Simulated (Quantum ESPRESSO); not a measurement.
# Cr2O3 (Eskolaite): which magnetic order is lowest

Aim: find out which collinear order of Cr2O3 (Eskolaite) costs least.

Method: LDA with U = 3.5 eV on Cr d (ortho-atomic projectors); plane waves with GBRV 1.5 LDA potentials, no spin-orbit coupling, in Quantum ESPRESSO 7.5.

**1. Set-up**

It takes space group R-3c (No. 167, trigonal). Conventional cell: a = 4.957 Å, b = 4.957 Å, c = 13.592 Å, α = 90.00°, β = 90.00°, γ = 120.00°. Cr has 6 O at 1.96 to 2.01 Å nearest. Nearest to O lie 4 Cr at 1.96 to 2.01 Å. Farther neighbours and most contacts between anions are not listed.

Coordinates:

```cif
data_structure
_symmetry_space_group_name_H-M 'R-3c:H'
_symmetry_Int_Tables_number 167
_cell_length_a 4.9570
_cell_length_b 4.9570
_cell_length_c 13.5923
_cell_angle_alpha 90.000
_cell_angle_beta 90.000
_cell_angle_gamma 120.000
_cell_volume 289.24
loop_
_atom_site_label
_atom_site_type_symbol
_atom_site_symmetry_multiplicity
_atom_site_Wyckoff_symbol
_atom_site_fract_x
_atom_site_fract_y
_atom_site_fract_z
_atom_site_occupancy
Cr1 Cr 12 c 0.66667 0.33333 0.18081 1
O1 O 18 e 0.63913 0.66667 0.41667 1
```

The cell comes from the Crystallography Open Database.

**2. Run 1, typed as ferro ++++**

The signs are those of the starting moments on the seeded atoms, the atoms that are given a moment.

The input, pw.in:

```
&CONTROL
  calculation = 'scf'
  prefix = 'pwscf'
  outdir = './tmp'
  pseudo_dir = './pseudo'
  disk_io = 'nowf'
/
&SYSTEM
  ibrav = 0
  nat = 10
  ntyp = 2
  ecutwfc = 40
  ecutrho = 280
  nbnd = 66
  occupations = 'smearing'
  smearing = 'fd'
  degauss = 0.00367493
  nspin = 2
  starting_magnetization(1) = 0.2143
  starting_magnetization(2) = 0
/
&ELECTRONS
  conv_thr = 2d-08
  electron_maxstep = 150
  mixing_beta = 0.3
/
ATOMIC_SPECIES
Cr     51.9961 cr_lda_v1.5.uspp.F.UPF
O      15.9990 o_lda_v1.2.uspp.F.UPF
CELL_PARAMETERS angstrom
   2.4785000000    1.4309626422    4.5307666667
  -2.4785000000    1.4309626422    4.5307666667
   0.0000000000   -2.8619252844    4.5307666667
ATOMIC_POSITIONS crystal
Cr      0.3474800000    0.3474800000    0.3474800000
Cr      0.1525200000    0.1525200000    0.1525200000
Cr      0.6525200000    0.6525200000    0.6525200000
Cr      0.8474800000    0.8474800000    0.8474800000
O       0.5558000000    0.9442000000    0.2500000000
O       0.2500000000    0.5558000000    0.9442000000
O       0.9442000000    0.2500000000    0.5558000000
O       0.4442000000    0.0558000000    0.7500000000
O       0.7500000000    0.4442000000    0.0558000000
O       0.0558000000    0.7500000000    0.4442000000
K_POINTS automatic
6 6 6 0 0 0
HUBBARD {ortho-atomic}
U Cr-3d 3.5000
```

Run with:

```console
> OMP_NUM_THREADS=1 mpirun -n 4 pw.x -nk 4 -in pw.in > pw.out
```

Log:

```text
Program PWSCF v.7.5 starts

     Message from routine setup:
     using ibrav=0 with symmetry is DISCOURAGED, use correct ibrav instead

     K-points division:     npool     =       4
     Subspace diagonalization in iterative solution of the eigenvalue problem:

     G-vector sticks info
     --------------------
     sticks:   dense  smooth     PW     G-vecs:    dense   smooth      PW
     Sum        1855    1071    329                51357    22277    3781

     Using Slab Decomposition

     bravais-lattice index     =            0
     lattice parameter (alat)  =      10.1270  a.u.
     unit-cell volume          =     650.6340 (a.u.)^3
     number of atoms/cell      =           10
     number of atomic types    =            2
     number of electrons       =        92.00
     number of Kohn-Sham states=           66
     kinetic-energy cutoff     =      40.0000  Ry
     charge density cutoff     =     280.0000  Ry
     scf convergence threshold =      2.0E-08
     mixing beta               =       0.3000
     number of iterations used =            8  plain     mixing
     Exchange-correlation= SLA  PZ   NOGX NOGC
                           (   1   1   0   0   0   0   0)
     Hubbard projectors: ortho-atomic
     Hubbard parameters of DFT+U (Dudarev formulation) in eV:
     U(Cr-3d) =  3.5000

     Internal variables: lda_plus_u =T, lda_plus_u_kind = 0

     Internal variables: orbital_resolved =F, hub_pot_fix =F, apply_U = F

     celldm(1)=  10.126969  celldm(2)=   0.000000  celldm(3)=   0.000000
     celldm(4)=   0.000000  celldm(5)=   0.000000  celldm(6)=   0.000000

     crystal axes: (cart. coord. in units of alat)
               a(1) = (   0.462496   0.267022   0.845456 )
               a(2) = (  -0.462496   0.267022   0.845456 )
               a(3) = (   0.000000  -0.534045   0.845456 )

     reciprocal axes: (cart. coord. in units 2 pi/alat)
               b(1) = (  1.081090  0.624167  0.394264 )
               b(2) = ( -1.081090  0.624167  0.394264 )
               b(3) = (  0.000000 -1.248335  0.394264 )

     PseudoPot. # 1 for Cr read from file:
     cr_lda_v1.5.uspp.F.UPF
     Pseudo is Ultrasoft + core correction, Zval = 14.0
     Generated by new atomic code, or converted to UPF format
     Using radial grid of  857 points,  6 beta functions with:
                l(1) =   0
                l(2) =   0
                l(3) =   1
                l(4) =   1
                l(5) =   2
                l(6) =   2
     Q(r) pseudized with  8 coefficients,  rinner =    0.950   0.950   0.950
                                                       0.950   0.950

     PseudoPot. # 2 for O  read from file:
     o_lda_v1.2.uspp.F.UPF
     Pseudo is Ultrasoft + core correction, Zval =  6.0
     Generated by new atomic code, or converted to UPF format
     Using radial grid of  737 points,  5 beta functions with:
                l(1) =   0
                l(2) =   0
                l(3) =   1
                l(4) =   1
                l(5) =   2
     Q(r) pseudized with  8 coefficients,  rinner =    0.900   0.900   0.900
                                                       0.900   0.900

     atomic species   valence    mass     pseudopotential
     Cr               14.00    51.99610     Cr( 1.00)
     O                 6.00    15.99900     O ( 1.00)

     Starting magnetic structure
     atomic species   magnetization
     Cr              0.214
     O               0.000

     12 Sym. Ops., with inversion, found ( 6 have fractional translation)

   Cartesian axes

     site n.     atom                  positions (alat units)
         1        Cr     tau(   1) = (  -0.0000000   0.0000000   0.8813373  )
         2        Cr     tau(   2) = (   0.0000000   0.0000000   0.3868469  )
         3        Cr     tau(   3) = (  -0.0000000   0.0000000   1.6550312  )
         4        Cr     tau(   4) = (   0.0000000  -0.0000000   2.1495216  )
         5        O      tau(   5) = (  -0.1796336   0.2670224   1.4795483  )
         6        O      tau(   6) = (  -0.1414314  -0.2890785   1.4795483  )
         7        O      tau(   7) = (   0.3210650   0.0220561   1.4795483  )
         8        O      tau(   8) = (   0.1796336  -0.2670224   1.0568202  )
         9        O      tau(   9) = (   0.1414314   0.2890785   1.0568202  )
        10        O      tau(  10) = (  -0.3210650  -0.0220561   1.0568202  )

     number of k points=    32  Fermi-Dirac smearing, width (Ry)=  0.0037
                       cart. coord. in units 2pi/alat
        k(    1) = (   0.0000000   0.0000000   0.0000000), wk =   0.0046296
        k(    2) = (   0.0000000  -0.2080558   0.0657107), wk =   0.0277778
        k(    3) = (   0.0000000  -0.4161116   0.1314215), wk =   0.0277778
        k(    4) = (  -0.0000000   0.6241674  -0.1971322), wk =   0.0138889
        k(    5) = (  -0.1801816  -0.1040279   0.1314215), wk =   0.0277778
        [... 27 further k-points ...]

     Dense  grid:    51357 G-vectors     FFT dimensions: (  54,  54,  54)

     Smooth grid:    22277 G-vectors     FFT dimensions: (  48,  48,  48)

     Check: negative core charge=   -0.000009
     Generating pointlists ...
     new r_m :   0.1512 (alat units)  1.5312 (a.u.) for type    1
     new r_m :   0.1512 (alat units)  1.5312 (a.u.) for type    2

     Initial potential from superposition of free atoms

     starting charge      87.9999, renormalised to      92.0000

     STARTING HUBBARD OCCUPATIONS:

     =================== HUBBARD OCCUPATIONS ===================
     ------------------------ ATOM    1 ------------------------
     Tr[ns(  1)] (up, down, total) =   3.40000  0.00000  3.40000
     Atomic magnetic moment for atom   1 =   3.40000
     [... lines left out ...]
     ------------------------ ATOM    2 ------------------------
     Tr[ns(  2)] (up, down, total) =   3.40000  0.00000  3.40000
     Atomic magnetic moment for atom   2 =   3.40000
     [... lines left out ...]
     ------------------------ ATOM    3 ------------------------
     Tr[ns(  3)] (up, down, total) =   3.40000  0.00000  3.40000
     Atomic magnetic moment for atom   3 =   3.40000
     [... lines left out ...]
     ------------------------ ATOM    4 ------------------------
     Tr[ns(  4)] (up, down, total) =   3.40000  0.00000  3.40000
     Atomic magnetic moment for atom   4 =   3.40000
     [... lines left out ...]
     Number of occupied Hubbard levels =   13.6000

     Atomic wfc used for Hubbard projectors are orthogonalized

     Starting wfcs are   64 randomized atomic wfcs +    2 random wfcs

     Self-consistent Calculation

     iteration #  1     ecut=    40.00 Ry     beta= 0.30
     Davidson diagonalization with overlap
     ethr =  1.00E-02,  avg # of iterations =  5.4

     =================== HUBBARD OCCUPATIONS ===================
     ------------------------ ATOM    1 ------------------------
     Tr[ns(  1)] (up, down, total) =   3.29127  0.31073  3.60200
     Atomic magnetic moment for atom   1 =   2.98054
     [... lines left out ...]
     ------------------------ ATOM    2 ------------------------
     Tr[ns(  2)] (up, down, total) =   3.29127  0.31073  3.60200
     Atomic magnetic moment for atom   2 =   2.98054
     [... lines left out ...]
     ------------------------ ATOM    3 ------------------------
     Tr[ns(  3)] (up, down, total) =   3.29127  0.31073  3.60200
     Atomic magnetic moment for atom   3 =   2.98054
     [... lines left out ...]
     ------------------------ ATOM    4 ------------------------
     Tr[ns(  4)] (up, down, total) =   3.29127  0.31073  3.60200
     Atomic magnetic moment for atom   4 =   2.98054
     [... lines left out ...]
     Number of occupied Hubbard levels =   14.4080

     negative rho (up, down):  0.000E+00 3.943E-03

     total energy              =    -894.93104202 Ry
     estimated scf accuracy    <       3.66848313 Ry

     total magnetization       =    12.00 Bohr mag/cell
     absolute magnetization    =    12.28 Bohr mag/cell

     iteration #  2     ecut=    40.00 Ry     beta= 0.30
     Davidson diagonalization with overlap
     ethr =  3.99E-03,  avg # of iterations =  1.9

     negative rho (up, down):  0.000E+00 7.026E-03

     total energy              =    -895.59026446 Ry
     estimated scf accuracy    <       0.23911332 Ry

     total magnetization       =    12.00 Bohr mag/cell
     absolute magnetization    =    12.41 Bohr mag/cell

     iteration #  3     ecut=    40.00 Ry     beta= 0.30
     Davidson diagonalization with overlap
     ethr =  2.60E-04,  avg # of iterations =  2.6

     negative rho (up, down):  0.000E+00 1.126E-02

     total energy              =    -895.62222873 Ry
     estimated scf accuracy    <       0.07646991 Ry

     total magnetization       =    12.00 Bohr mag/cell
     absolute magnetization    =    12.46 Bohr mag/cell

     [... further iterations left out ...]

     iteration #  8     ecut=    40.00 Ry     beta= 0.30
     Davidson diagonalization with overlap
     ethr =  2.60E-08,  avg # of iterations =  2.0

     negative rho (up, down):  0.000E+00 1.478E-02

     total energy              =    -895.63421233 Ry
     estimated scf accuracy    <       0.00002783 Ry

     total magnetization       =    12.00 Bohr mag/cell
     absolute magnetization    =    12.60 Bohr mag/cell

     iteration #  9     ecut=    40.00 Ry     beta= 0.30
     Davidson diagonalization with overlap
     ethr =  2.60E-08,  avg # of iterations =  1.5

     negative rho (up, down):  0.000E+00 1.478E-02

     total energy              =    -895.63421586 Ry
     estimated scf accuracy    <       0.00000061 Ry

     total magnetization       =    12.00 Bohr mag/cell
     absolute magnetization    =    12.60 Bohr mag/cell

     iteration # 10     ecut=    40.00 Ry     beta= 0.30
     Davidson diagonalization with overlap
     ethr =  6.62E-10,  avg # of iterations =  2.0

     negative rho (up, down):  0.000E+00 1.478E-02

     total energy              =    -895.63421592 Ry
     estimated scf accuracy    <       0.00000057 Ry

     total magnetization       =    12.00 Bohr mag/cell
     absolute magnetization    =    12.60 Bohr mag/cell

     iteration # 11     ecut=    40.00 Ry     beta= 0.30
     Davidson diagonalization with overlap
     ethr =  6.18E-10,  avg # of iterations =  2.0

     negative rho (up, down):  0.000E+00 1.478E-02

     Magnetic moment per site  (integrated on atomic sphere of radius R)
     atom   1 (R=0.151)  charge= 10.8446  magn=  2.4906
     atom   2 (R=0.151)  charge= 10.8446  magn=  2.4906
     atom   3 (R=0.151)  charge= 10.8446  magn=  2.4906
     atom   4 (R=0.151)  charge= 10.8446  magn=  2.4906
     atom   5 (R=0.151)  charge=  5.4554  magn= -0.0372
     atom   6 (R=0.151)  charge=  5.4554  magn= -0.0372
     atom   7 (R=0.151)  charge=  5.4554  magn= -0.0372
     atom   8 (R=0.151)  charge=  5.4554  magn= -0.0372
     atom   9 (R=0.151)  charge=  5.4554  magn= -0.0372
     atom  10 (R=0.151)  charge=  5.4554  magn= -0.0372

     End of self-consistent calculation

     =================== HUBBARD OCCUPATIONS ===================
     ------------------------ ATOM    1 ------------------------
     Tr[ns(  1)] (up, down, total) =   3.61304  0.56018  4.17322
     Atomic magnetic moment for atom   1 =   3.05286
     [... lines left out ...]
     ------------------------ ATOM    2 ------------------------
     Tr[ns(  2)] (up, down, total) =   3.61304  0.56018  4.17322
     Atomic magnetic moment for atom   2 =   3.05286
     [... lines left out ...]
     ------------------------ ATOM    3 ------------------------
     Tr[ns(  3)] (up, down, total) =   3.61304  0.56018  4.17322
     Atomic magnetic moment for atom   3 =   3.05286
     [... lines left out ...]
     ------------------------ ATOM    4 ------------------------
     Tr[ns(  4)] (up, down, total) =   3.61304  0.56018  4.17322
     Atomic magnetic moment for atom   4 =   3.05286
     [... lines left out ...]
     Number of occupied Hubbard levels =   16.6929

     [... lines left out ...]
     the Fermi energy is    12.6898 ev

!    total energy              =    -895.63421610 Ry
     estimated scf accuracy    <          7.9E-09 Ry
     smearing contrib. (-TS)   =      -0.00000000 Ry
     internal energy E=F+TS    =    -895.63421610 Ry

     The total energy is F=E-TS. E is the sum of the following terms:
     one-electron contribution =    -366.95121873 Ry
     hartree contribution      =     231.95183593 Ry
     xc contribution           =    -132.36954592 Ry
     ewald contribution        =    -628.76144723 Ry
     Hubbard energy            =       0.49615984 Ry

     total magnetization       =    12.00 Bohr mag/cell
     absolute magnetization    =    12.60 Bohr mag/cell

     convergence has been achieved in  11 iterations

=------------------------------------------------------------------------------=
   JOB DONE.
=------------------------------------------------------------------------------=
```

Wall time 71 s (4 MPI ranks of Intel Xeon Platinum 8488C (Sapphire Rapids), shared host); peak memory 0.7 GiB.

Spin moment in the atom's sphere by atom:

```csv
atom,spin moment in the atom's sphere (μB)
Cr1,2.49
Cr2,2.49
Cr3,2.49
Cr4,2.49
O5,-0.04
O6,-0.04
O7,-0.04
O8,-0.04
O9,-0.04
O10,-0.04
```

Numbers from this step:

```yaml
smearing_term_ts: 9.77e-11 eV
magnetization: 12 μB
absolute_magnetization: 12.60 μB
final_state: ferromagnetic
```

[end of part 1 of 2]

[Logs and program files are shortened in this print: banners, set-up blocks, solver, clock and traceback lines can be left out without a mark of their own.]

[Logs are printed without paths, hosts, clocks, repeated set-up lines and the standing remarks that a program may print on its own settings, such as how far it seeks lower states.]

[Hosts, paths, dates, database ids (printed as entryN), source tags and the programs' standing remarks are cut or masked in the printed files.]

[Where a cell is said to come from a database of computed structures, the database is the Materials Project.]
